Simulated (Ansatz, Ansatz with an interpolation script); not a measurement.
Rows from a G0W0 calculation on Ba2CaMoO6 (Fm-3m) (Ansatz 0.2.0; G0W0 on LDA, plane waves, PAW; PAW set soft_1; 4×4×4 mesh, 613 empty bands, screening to 150 eV, PAW set soft_1 files), in eV. Spin-orbit coupling is left out.

| row | k | band | start | Σx | Σc at the solution | Vxc |
| --- | --- | --- | --- | --- | --- | --- |
| A | Γ | v1 | 8.774 | -25.450 | 4.397 | -20.667 |
| B | (0.000, -0.500, -0.500) | c2 | 12.110 | -16.552 | -4.796 | -22.590 |
| C | (0.000, -0.500, -0.500) | v2 | 8.245 | -26.175 | 4.455 | -21.262 |
| D | Γ | c1 | 11.315 | -14.600 | -4.367 | -20.151 |
| E | (0.000, -0.500, -0.500) | v1 | 8.727 | -25.319 | 4.397 | -20.524 |
| F | (0.000, -0.500, -0.500) | c1 | 10.911 | -13.619 | -4.644 | -19.445 |

Question: Work out each quasiparticle level and how far it moved.

The quasiparticle equation reads E = start + Σx + Σc(E) − Vxc.

| row | E (eV) | shift (eV) |
| --- | --- | --- |
| A | 8.389 | −0.385 |
| B | 13.351 | +1.241 |
| C | 7.786 | −0.458 |
| D | 12.498 | +1.183 |
| E | 8.330 | −0.397 |
| F | 12.094 | +1.182 |

Limits: not at the basis limit; no spin-orbit coupling.

[Runs of the session that timed out or met a known fault of the program may be left out.]

[Hosts, paths, dates, database ids (printed as entryN), source tags and the programs' standing remarks are cut or masked in the printed files.]
